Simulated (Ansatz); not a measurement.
## FeSnCl6, from a guessed structure to a relaxed one

This structure for FeSnCl6 is made up. Its elements were placed in a known structure type with a cell scaled to their sizes. What cell does the guess relax to, and how far off was it?

Main program and level: Ansatz 0.2.0; DFT, PBE, plane-wave PAW, files of the set soft_1, scalar-relativistic, ferromagnetic start, cell and ions relaxed at zero pressure; PAW set soft_1, in the first sound run; inputs show where later runs differ.

## (1) Starting point

Symmetry: R-3, No. 148, trigonal system. The conventional cell has a = 6.625 Å, b = 6.625 Å, c = 18.059 Å, α = 90.00°, β = 90.00°, γ = 120.00°. Sn has 6 Cl at 2.53 Å nearest. Nearest to Fe lie 6 Cl at 3.03 Å. Nearest to Cl lie 1 Sn at 2.53 Å and 1 Fe at 3.03 Å. Farther neighbours and most contacts between anions are not listed.

## (2) Relaxing cell and atoms

The guess takes its coordinates from another compound and its volume from a rule, so the cell and any free coordinates are relaxed together.

input.yaml reads:

```yaml
crystal:
  lattice:
    - [3.3125, 1.912472767, 6.019666667]
    - [-3.3125, 1.912472767, 6.019666667]
    - [0.0, -3.824945533, 6.019666667]
  atoms:
    - { symbol: Sn, position: [0.0, 0.0, 0.0] }
    - { symbol: Fe, position: [0.5, 0.5, 0.5], spin: 3.0 }
    - { symbol: Cl, position: [0.1963, 0.98, 0.5818] }
    - { symbol: Cl, position: [0.98, 0.5818, 0.1963] }
    - { symbol: Cl, position: [0.5818, 0.1963, 0.98] }
    - { symbol: Cl, position: [0.8037, 0.02, 0.4182] }
    - { symbol: Cl, position: [0.02, 0.4182, 0.8037] }
    - { symbol: Cl, position: [0.4182, 0.8037, 0.02] }
magnetization:
  spin_polarized: true
kpoints:
  mp_grid: { grid: [5, 5, 5] }
scf:
  occupations: { method: fermi_dirac, width: 0.05 }
hamiltonian:
  xc: pbe
  pseudopotentials: { kind: paw, azcp: { folder: soft_1 } }
relax:
  f_tol: 0.015
  max_steps: 70
  cell: {}
output:
  forces: true
  stress: true
```

Run with:

```console
$ ansatz run input.yaml --threads 4 --pin off --max-ram 10240MiB --backend cpu --events-out ev --progress --plain --runs-dir out
```

Numbers of over 12 decimals in the logs are rounded to 6 here.

What it wrote:

```text
Engine: ansatz 0.2.0, x86_64-unknown-linux-gnu
Pseudopotentials: kind: paw
Pseudopotential: Sn, paw, valence charge 14, recommended cutoff 420 eV (normal), soft_1/Sn.paw.azcp
Pseudopotential: Fe, paw, valence charge 16, recommended cutoff 420 eV (normal), soft_1/Fe.paw.azcp
Pseudopotential: Cl, paw, valence charge 7, recommended cutoff 420 eV (normal), soft_1/Cl.paw.azcp
Functional definition: PBE
  parameter kappa = 0.804
  parameter beta = 0.066725
  exchange = pbe_x(kappa = kappa, mu = beta*pi^2/3)
  correlation = pbe_c(beta = beta)
Crystal: 8 atoms, lattice volume = 228.810 Å³
Basis set: ecut = 420 eV, 4437 PW (Γ), exchange–correlation on 96×96×96 points (8 copies of the dense FFT grid, shifted against one another)
Bands: 46, of which v1, the nominal top of the filled ones, is band 36 counted from 1 (35 counted from 0)
Symmetry: 6 space group operations
Space group: R-3 (ITA 148), of the structure as read, at distance tolerance 6.1e-5 Å
Magnetic group: BNS 148.17 (UNI 1247), of the structure as read, at distance tolerance 6.1e-5 Å
k-points: 23 of 125
Non-local potential: Sn, projectors of the file, l = 0: 2, l = 1: 2, l = 2: 2, l = 3: 1
Non-local potential: Fe, projectors of the file, l = 0: 3, l = 1: 2, l = 2: 3, l = 3: 1
Non-local potential: Cl, projectors of the file, l = 0: 2, l = 1: 2, l = 2: 1
PAW form: soft (Blöchl's): semilocal exchange-correlation on the pseudo side does not see the compensation charge
PAW one-centre angular grid: Sn, 590 points (default); XC on 64 Gauss nodes
PAW one-centre angular grid: Fe, 590 points (default); XC on 64 Gauss nodes
PAW one-centre angular grid: Cl, 110 points (default); XC on 64 Gauss nodes
Initial density: superposition of atomic densities (chi_scale 0.1, normalization cell, long waves kept (reshape's long-wave potential 0.04 eV rms))
Starting moments: Σ|m| = 3 μB on 1 of 8 sites
Initial wavefunctions: pseudopotential atomic-orbital guess
Functional: x = pbe(κ = 0.804, μ = 0.219515), c = pbe(β = 0.066725)
SCF iter   1: F=—  HF=-16985.354283 eV  |F-HF|=—  |Δ(HF+E_count)|=         —  Δρ=4.28e-2 (↑4.28e-2 ↓1.89e-2)  dr2=7.65e0  dr2_m=4.72e-1  M=3.923 μB ∫|m|=3.923 μB  β_m=0.30  ethr=3.10e-3  ⟨swp⟩=8.8  Hψ=9971  notcnv=0  defer=30
Mixer restart at iter 1: flushing history
preconditioner: auto → Kerker (q_TF=auto, 2.250 Å⁻¹)  [metal: Δε(μ)=0.003 eV  Ē_g=8.856 eV  σ=0.050 eV  W_gap=0.01  n_scr=52 (ndim 8)  ℏωp=18.0 eV  f_vac=0.048  D(μ)=13.66/eV (n_scr^D=144)]
spin=Collinear: Kerker preconditioning applied to the charge; magnetization (m = ρ↑ − ρ↓) channel mixes plain (no charge-response kernel on spin).
SCF iter   2: F=—  HF=-16985.280580 eV  |F-HF|=—  |Δ(HF+E_count)|=   7.37e-2  Δρ=2.17e-2 (↑2.17e-2 ↓1.68e-2)  dr2=7.55e-1  dr2_m=5.43e-1  M=4.000 μB ∫|m|=4.003 μB  β_m=0.36  ethr=3.10e-3  ⟨swp⟩=3.0  Hψ=4748  notcnv=0  defer=92
SCF iter   3: F=—  HF=-16985.444864 eV  |F-HF|=—  |Δ(HF+E_count)|=   1.64e-1  Δρ=1.31e-2 (↑1.26e-2 ↓1.31e-2)  dr2=2.83e-1  dr2_m=2.35e-1  M=4.000 μB ∫|m|=4.010 μB  β_m=0.61  ethr=1.05e-3  ⟨swp⟩=2.0  Hψ=2635  notcnv=0  defer=92
SCF iter   4: F=—  HF=-16985.632134 eV  |F-HF|=—  |Δ(HF+E_count)|=         —  Δρ=4.69e-3 (↑1.75e-3 ↓4.69e-3)  dr2=1.28e-1  dr2_m=5.87e-3  M=4.000 μB ∫|m|=4.026 μB  β_m=0.61  ethr=3.94e-4  ⟨swp⟩=3.0  Hψ=4741  notcnv=0  defer=94
Mixer restart at iter 4: flushing history
SCF iter   5: F=—  HF=-16985.647380 eV  |F-HF|=—  |Δ(HF+E_count)|=   1.52e-2  Δρ=1.71e-3 (↑1.71e-3 ↓1.20e-3)  dr2=1.69e-2  dr2_m=1.12e-3  M=4.000 μB ∫|m|=4.021 μB  β_m=0.63  ethr=1.77e-4  ⟨swp⟩=3.0  Hψ=4436  notcnv=0  defer=96
SCF iter   6: F=—  HF=-16985.643157 eV  |F-HF|=—  |Δ(HF+E_count)|=   4.22e-3  Δρ=1.32e-3 (↑7.74e-4 ↓1.32e-3)  dr2=1.99e-2  dr2_m=2.72e-4  M=4.000 μB ∫|m|=4.021 μB  β_m=0.63  ethr=2.35e-5  ⟨swp⟩=2.1  Hψ=4154  notcnv=0  defer=93
SCF iter   7: F=—  HF=-16985.641396 eV  |F-HF|=—  |Δ(HF+E_count)|=   1.76e-3  Δρ=7.66e-4 (↑2.87e-4 ↓7.66e-4)  dr2=1.95e-3  dr2_m=2.36e-4  M=4.000 μB ∫|m|=4.018 μB  β_m=0.81  ethr=2.35e-5  ⟨swp⟩=2.0  Hψ=3013  notcnv=0  defer=93
SCF iter   8: F=—  HF=-16985.643040 eV  |F-HF|=—  |Δ(HF+E_count)|=   1.64e-3  Δρ=1.59e-4 (↑1.21e-4 ↓1.59e-4)  dr2=3.40e-4  dr2_m=5.82e-6  M=4.000 μB ∫|m|=4.019 μB  β_m=0.91  ethr=2.71e-6  ⟨swp⟩=2.4  Hψ=3912  notcnv=0  defer=93
SCF iter   9: F=—  HF=-16985.643209 eV  |F-HF|=—  |Δ(HF+E_count)|=   1.69e-4  Δρ=5.95e-5 (↑3.55e-5 ↓5.95e-5)  dr2=3.07e-5  dr2_m=9.77e-7  M=4.000 μB ∫|m|=4.019 μB  β_m=0.95  ethr=4.73e-7  ⟨swp⟩=2.1  Hψ=2962  notcnv=0  defer=94
SCF iter  10: F=—  HF=-16985.643225 eV  |F-HF|=—  |Δ(HF+E_count)|=   1.59e-5  Δρ=2.76e-5 (↑1.13e-5 ↓2.76e-5)  dr2=3.57e-6  dr2_m=3.18e-7  M=4.000 μB ∫|m|=4.019 μB  β_m=0.96  ethr=4.27e-8  ⟨swp⟩=2.3  Hψ=3462  notcnv=0  defer=94
SCF iter  11: F=—  HF=-16985.643226 eV  |F-HF|=—  |Δ(HF+E_count)|=   1.13e-6  Δρ=1.24e-5 (↑4.35e-6 ↓1.24e-5)  dr2=6.30e-7  dr2_m=6.90e-8  M=4.000 μB ∫|m|=4.019 μB  β_m=0.98  ethr=4.95e-9  ⟨swp⟩=2.0  Hψ=3447  notcnv=0  defer=94
SCF iter  12: F=—  HF=-16985.643226 eV  |F-HF|=—  |Δ(HF+E_count)|=   4.30e-7  Δρ=8.22e-6 (↑2.14e-6 ↓8.22e-6)  dr2=2.75e-7  dr2_m=2.83e-8  M=4.000 μB ∫|m|=4.019 μB  β_m=0.99  ethr=8.75e-10  ⟨swp⟩=2.0  Hψ=3785  notcnv=0  defer=94
SCF iter  13: F=—  HF=-16985.643226 eV  |F-HF|=—  |Δ(HF+E_count)|=   7.69e-8  Δρ=3.60e-6 (↑9.56e-7 ↓3.60e-6)  dr2=2.42e-8  dr2_m=5.98e-9  M=4.000 μB ∫|m|=4.019 μB  β_m=0.99  ethr=3.81e-10  ⟨swp⟩=2.9  Hψ=3949  notcnv=0  defer=94
SCF iter  14: F=-16985.643227 eV  HF=-16985.643227 eV  |F-HF|=1.09e-8  |Δ(HF+E_count)|=   5.56e-8  Δρ=1.85e-6 (↑9.54e-7 ↓1.85e-6)  dr2=1.66e-8  dr2_m=9.51e-10  M=4.000 μB ∫|m|=4.019 μB  ethr=3.36e-11  ⟨swp⟩=2.0  Hψ=7071  notcnv=0
SCF 1 converged in 14 iterations: F = -16985.643227 eV  dr2 = 1.66e-8
  greatest PAW one-centre occupation: 1.003 electrons in one spin orbital (limit 2), on the Fe atom at site 1 (counted from 0), in its partial waves of l = 1
relax step   1: F+E_penalty+E_count = -16985.64322651 eV  Δ(F+E_penalty+E_count) = +0.000e0 eV  max|allowed force component| = 8.162e-1 eV/Å  Δτ_max = 0.0000 Å  P = -4.244 GPa  Ω = 228.810 Å³  (14 SCF iters, dr2 threshold 1.00e-7 eV, accepted)
Crystal: 8 atoms, lattice volume = 212.098 Å³
Basis set: ecut = 420 eV, 4159 PW (Γ), exchange–correlation on 96×96×96 points (8 copies of the dense FFT grid, shifted against one another)
Initial density: handed on by an earlier stage of this run
Starting moments: Σ|m| = 3 μB on 1 of 8 sites; this step starts from the density that it was given
Initial wavefunctions: those handed on with the density
[...]
relax step   6: F+E_penalty+E_count = -16988.02951187 eV  Δ(F+E_penalty+E_count) = -7.669e-3 eV  max|allowed force component| = 1.912e-2 eV/Å  Δτ_max = 0.0362 Å  P = +0.136 GPa  Ω = 197.328 Å³  energy of the carried Pulay correction = +2.588e-3 eV  (9 SCF iters, dr2 threshold 6.43e-7 eV, accepted)
[...]
relax step   7: F+E_penalty+E_count = -16988.03074218 eV  Δ(F+E_penalty+E_count) = -1.230e-3 eV  max|allowed force component| = 4.341e-3 eV/Å  Δτ_max = 0.0042 Å  P = +0.009 GPa  Ω = 198.073 Å³  energy of the carried Pulay correction = +2.523e-3 eV  (7 SCF iters, dr2 threshold 1.29e-7 eV, accepted)
Initial wavefunctions: pseudopotential atomic-orbital guess (no wavefunctions were taken with the density)
iter 1 solved again at ethr=1.60e-6 eV; its pass at ethr=3.10e-3 eV (dr2=1.15e-3 eV) is discarded
SCF iter   1: F=—  HF=-16988.027523 eV  |F-HF|=—  |Δ(HF+E_count)|=         —  Δρ=2.09e-4 (↑8.57e-5 ↓2.09e-4)  dr2=1.54e-4  dr2_m=1.06e-5  M=4.002 μB ∫|m|=4.243 μB  β_m=0.65  ethr=1.60e-6  ⟨swp⟩=3.6  Hψ=16582  notcnv=0
preconditioner: auto → Kerker (q_TF=auto, 2.153 Å⁻¹)  [metal: Δε(μ)=0.046 eV  Ē_g=10.454 eV  σ=0.050 eV  W_gap=0.22  n_scr=26 (ndim 8)  ℏωp=19.4 eV  f_vac=0.070  D(μ)=2.91/eV (n_scr^D=14)]
spin=Collinear: Kerker preconditioning applied to the charge; magnetization (m = ρ↑ − ρ↓) channel mixes plain (no charge-response kernel on spin).
SCF iter   2: F=—  HF=-16988.027496 eV  |F-HF|=—  |Δ(HF+E_count)|=   2.62e-5  Δρ=5.27e-5 (↑2.90e-5 ↓5.27e-5)  dr2=1.19e-5  dr2_m=1.34e-6  M=4.002 μB ∫|m|=4.242 μB  β_m=0.61  ethr=2.15e-7  ⟨swp⟩=2.0  Hψ=2549  notcnv=0
SCF iter   3: F=—  HF=-16988.027500 eV  |F-HF|=—  |Δ(HF+E_count)|=   4.08e-6  Δρ=2.98e-5 (↑2.98e-5 ↓2.38e-5)  dr2=3.95e-7  dr2_m=1.18e-6  M=4.002 μB ∫|m|=4.242 μB  β_m=0.56  ethr=1.65e-8  ⟨swp⟩=2.0  Hψ=3820  notcnv=0
SCF iter   4: F=—  HF=-16988.027505 eV  |F-HF|=—  |Δ(HF+E_count)|=   4.97e-6  Δρ=3.82e-5 (↑8.72e-6 ↓3.82e-5)  dr2=2.27e-6  dr2_m=9.08e-7  M=4.002 μB ∫|m|=4.242 μB  β_m=0.56  ethr=5.48e-10  ⟨swp⟩=2.0  Hψ=3820  notcnv=0
SCF iter   5: F=—  HF=-16988.027516 eV  |F-HF|=—  |Δ(HF+E_count)|=   1.06e-5  Δρ=3.02e-5 (↑1.37e-5 ↓3.02e-5)  dr2=2.01e-6  dr2_m=7.74e-7  M=4.002 μB ∫|m|=4.241 μB  β_m=0.78  ethr=5.48e-10  ⟨swp⟩=2.7  Hψ=4245  notcnv=0
SCF iter   6: F=—  HF=-16988.027525 eV  |F-HF|=—  |Δ(HF+E_count)|=   9.08e-6  Δρ=8.89e-6 (↑5.83e-6 ↓8.89e-6)  dr2=3.21e-7  dr2_m=7.20e-8  M=4.002 μB ∫|m|=4.241 μB  β_m=0.78  ethr=5.48e-10  ⟨swp⟩=3.6  Hψ=5022  notcnv=0
SCF iter   7: F=—  HF=-16988.027525 eV  |F-HF|=—  |Δ(HF+E_count)|=   2.14e-7  Δρ=1.39e-6 (↑1.22e-6 ↓1.39e-6)  dr2=2.07e-8  dr2_m=4.34e-10  M=4.002 μB ∫|m|=4.241 μB  β_m=0.89  ethr=4.46e-10  ⟨swp⟩=2.8  Hψ=4139  notcnv=0
SCF iter   8: F=—  HF=-16988.027525 eV  |F-HF|=—  |Δ(HF+E_count)|=   3.68e-8  Δρ=3.35e-6 (↑6.42e-7 ↓3.35e-6)  dr2=4.20e-8  dr2_m=3.56e-9  M=4.002 μB ∫|m|=4.241 μB  β_m=0.89  ethr=2.87e-11  ⟨swp⟩=3.0  Hψ=4306  notcnv=0
SCF iter   9: F=—  HF=-16988.027525 eV  |F-HF|=—  |Δ(HF+E_count)|=   4.52e-8  Δρ=9.81e-7 (↑1.34e-7 ↓9.81e-7)  dr2=3.49e-9  dr2_m=4.48e-10  M=4.002 μB ∫|m|=4.241 μB  β_m=0.95  ethr=2.87e-11  ⟨swp⟩=2.7  Hψ=4062  notcnv=0
SCF iter  10: F=—  HF=-16988.027525 eV  |F-HF|=—  |Δ(HF+E_count)|=   4.83e-9  Δρ=8.97e-8 (↑6.48e-8 ↓8.97e-8)  dr2=9.67e-11  dr2_m=1.01e-12  M=4.002 μB ∫|m|=4.241 μB  β_m=0.97  ethr=4.84e-12  ⟨swp⟩=2.9  Hψ=4310  notcnv=0
SCF iter  11: F=—  HF=-16988.027525 eV  |F-HF|=—  |Δ(HF+E_count)|=  1.09e-11  Δρ=1.36e-7 (↑2.37e-8 ↓1.36e-7)  dr2=6.19e-11  dr2_m=9.12e-12  M=4.002 μB ∫|m|=4.241 μB  β_m=0.99  ethr=1.00e-12  ⟨swp⟩=2.1  Hψ=2976  notcnv=0
SCF iter  12: F=—  HF=-16988.027525 eV  |F-HF|=—  |Δ(HF+E_count)|=  8.37e-11  Δρ=1.82e-8 (↑1.82e-8 ↓1.71e-8)  dr2=3.62e-12  dr2_m=7.07e-15  M=4.002 μB ∫|m|=4.241 μB  β_m=0.84  ethr=1.00e-12  ⟨swp⟩=1.6  Hψ=2391  notcnv=0
SCF iter  13: F=-16988.027525 eV  HF=-16988.027525 eV  |F-HF|=7.28e-11  |Δ(HF+E_count)|=  1.46e-11  Δρ=1.49e-7 (↑1.11e-8 ↓1.49e-7)  dr2=6.98e-11  dr2_m=8.80e-12  M=4.002 μB ∫|m|=4.241 μB  ethr=1.00e-12  ⟨swp⟩=3.0  Hψ=6943  notcnv=0
SCF 8 converged in 13 iterations: F = -16988.027525 eV  dr2 = 6.98e-11
relax step   8: F+E_penalty+E_count = -16988.02752527 eV  Δ(F+E_penalty+E_count) = +3.217e-3 eV  max|allowed force component| = 4.184e-3 eV/Å  Δτ_max = 0.0000 Å  P = +0.014 GPa  Ω = 198.073 Å³  stress off target by 4.25e-2 GPa  SCF on the basis re-selected at this cell (its energy is not comparable with the rows above)  (13 SCF iters)
basis re-selected at this cell: Δ(F+E_penalty+E_count) = +3.217e-3 eV, ΔP = +0.004 GPa vs the last step (what re-selecting the basis moved, of the pressure what is left beyond the Pulay correction that the steps carried, after the strain that the cell walked since its last selection, with what the two solves' SCF thresholds leave and, on support functions, any second-order correction that the steps lacked; it is no m [...]
SCF converged after 13 iterations
Magnetization: 4.0018 μB (38.0009 up, 33.9991 down)
Absolute magnetization: 4.2385 μB (∫|ρ↑−ρ↓|, with the PAW one-centre terms)
Spin contamination: 0.1660 ħ² per cell (⟨S²⟩ above its minimum at these occupations)
Per-site moments (μB) at R_I (Å): [(-0.048272, 1.051816), (3.525575, 1.004043), (0.052937, 1.004043), (0.052937, 1.004043), (0.052937, 1.004043), (0.052937, 1.004043), (0.052937, 1.004043), (0.052937, 1.004043)]
Free energy (F): -16988.027525 eV
Harris-Foulkes:  -16988.027525 eV  (|F-HF|=7.28e-11)
Internal energy: -16988.002597 eV  (E = F + TS)
E sigma→0 (E₀):  -16988.015061 eV
Entropy (-TS):   -0.024928 eV (-3.116 meV/atom)
Fermi energy:    4.270476 eV
--- Per-component energies (eV) ---
  E_band       = -733.388610
  E_kinetic    = 1401.327918
  E_local      = -6816.343746  (includes V_loc(G=0)·N_el)
  E_nonlocal   = 627.728995
  E_hartree    = 2817.902275
  E_xc         = -875.019077
  E_vxc        = -912.928551  (∫ρ·V_xc dr)
  E_paw        = -9709.124634  (= ΣΔE_a)
  E_vpaw       = -668.977119  (= ΣTr[D̂ρ^β])
  E_aug_tail   = -0.000080  (compensation charges beyond the density's cutoff)
  E_ewald      = -4434.474246
  E_smearing   = -0.024928  (= −TS)
  E_closure    = 0.000000  (closes the sum)
  Σ components = -16988.027525   (vs F -16988.027525, Δ=0.00e0)
--- Forces (eV/Å), atoms counted from 1 ---
  atom   1  Sn     0.00000000    -0.00000000     0.00000000
  atom   2  Fe    -0.00000000     0.00000000     0.00000000
  atom   3  Cl    -0.00247423     0.00184541    -0.00418360
  atom   4  Cl     0.00283529     0.00122005    -0.00418360
  atom   5  Cl    -0.00036105    -0.00306545    -0.00418360
  atom   6  Cl     0.00247423    -0.00184541     0.00418360
  atom   7  Cl    -0.00283529    -0.00122005     0.00418360
  atom   8  Cl     0.00036105     0.00306545     0.00418360
  max |Σ_I F_I| component: 7.37e-18 eV/Å
--- Stress (GPa, compression-positive) ---
        0.041556      -0.000000      -0.000000
        0.000000       0.041556      -0.000000
       -0.000000      -0.000000      -0.042541
  P = ⅓ Tr σ = 0.0135 GPa (0.135 kbar)
--- Relaxed structure (7 steps of the walk, 7 accepted, 1 SCFs on fresh bases) ---
  F+E_penalty+E_count = -16988.02752527 eV   max|allowed force component| = 4.184e-3 eV/Å   (the final SCF, on the basis selected at the relaxed cell)
  cell:  # Å, volume = 198.0733 Å³
    - [3.176574, 1.833996, 5.666533]
    - [-3.176574, 1.833996, 5.666533]
    - [4.955170983859825e-18, -3.667991, 5.666533]
  atoms:
    - { symbol: Sn, position: [3.148596970260195e-18, -1.823390539631373e-18, -1.5908686828170252e-18] }
    - { symbol: Fe, position: [0.5, 0.5, 0.500000] }
    - { symbol: Cl, position: [0.258236, 0.887355, 0.599037] }
    - { symbol: Cl, position: [0.887355, 0.599037, 0.258236] }
    - { symbol: Cl, position: [0.599037, 0.258236, 0.887355] }
    - { symbol: Cl, position: [0.741764, 0.112645, 0.400963] }
    - { symbol: Cl, position: [0.112645, 0.400963, 0.741764] }
    - { symbol: Cl, position: [0.400963, 0.741764, 0.112645] }
```

It took 1.8 min on 4 threads of Intel Xeon Platinum 8259CL at 2.50GHz (Skylake/Cascade Lake), shared host; peak memory 0.91 GiB; 6.5 min of CPU time.

The steps of the relaxation:

| step | energy less that of the first step (eV) | largest force component (eV/Å) | pressure (GPa) | volume (Å³) |
| --- | --- | --- | --- | --- |
| 1 | 0.0000 | 0.8162 | -4.24 | 228.81 |
| 2 | -1.2934 | 0.7191 | -3.00 | 212.10 |
| 3 | -2.2381 | 0.3959 | -0.43 | 192.30 |
| 4 | -2.2668 | 0.3880 | 2.50 | 188.40 |
| 5 | -2.3786 | 0.0671 | -0.37 | 197.06 |
| 6 | -2.3863 | 0.0191 | 0.14 | 197.33 |
| 7 | -2.3875 | 0.0043 | 0.01 | 198.07 |
| 8* | -2.3843 | 0.0042 | 0.01 | 198.07 |

Relaxation steps marked * repeat the geometry before them on a plane-wave basis chosen anew for their cell, so energy and pressure can jump there.

Forces are held to the 6 operations that the run works with; a distortion that breaks them can't arise in this run.

| conventional cell, symmetrised | before | after | change |
| --- | --- | --- | --- |
| a (Å) | 6.625 | 6.353 | -4.1 % |
| b (Å) | 6.625 | 6.353 | -4.1 % |
| c (Å) | 18.059 | 17.000 | -5.9 % |
| volume (Å³/atom) | 28.60 | 24.76 | -13.4 % |

The atoms that moved most (Å, as changes of fractional coordinates times the final cell):

| atom | dx | dy | dz | length |
| --- | --- | --- | --- | --- |
| Cl4 | -0.349 | -0.365 | -0.076 | 0.511 |
| Cl8 | 0.142 | -0.485 | 0.076 | 0.511 |
| Cl3 | 0.491 | -0.120 | -0.076 | 0.511 |
| Cl6 | -0.491 | 0.120 | 0.076 | 0.511 |
| Cl7 | 0.349 | 0.365 | 0.076 | 0.511 |
| Cl5 | -0.142 | 0.485 | -0.076 | 0.511 |

This step gave:

| Quantity | Value |
| --- | --- |
| free energy | -16988.0275 eV |
| energy at zero smearing | -16988.0151 eV |
| smearing term TS | 0.02493 eV |
| Fermi energy | 4.270 eV |
| magnetization | 4.002 μB |
| absolute magnetization | 4.239 μB |
| site moments | -0.04827, 3.526, 0.05294, 0.05294, 0.05294, 0.05294, 0.05294, 0.05294 μB |
| electrons | 72 |
| symmetry operations | 6 |
| pressure | 0.01352 GPa |

Site moment by atom:

| atom | site moment (μB) |
| --- | --- |
| Sn1 | -0.05 |
| Fe2 | 3.53 |
| Cl3 | 0.05 |
| Cl4 | 0.05 |
| Cl5 | 0.05 |
| Cl6 | 0.05 |
| Cl7 | 0.05 |
| Cl8 | 0.05 |

The shortest distance of each pair, which need not be the same contact before and after:

| pair | guess (Å) | relaxed (Å) |
| --- | --- | --- |
| Cl–Fe | 3.026 | 2.434 |
| Cl–Sn | 2.527 | 2.550 |
| Cl–Cl | 3.422 | 3.419 |
| Fe–Sn | 4.867 | 4.635 |

The relaxation ends with a largest force component of 0.0042 eV/Å and a pressure of 0.01 GPa.

(Part 1 of 2 ends here.)

[Logs are printed without paths, hosts, clocks, repeated set-up lines and the standing remarks that a program may print on its own settings, such as how far it seeks lower states.]

[Hosts, paths, dates, database ids (printed as entryN), source tags and the programs' standing remarks are cut or masked in the printed files.]
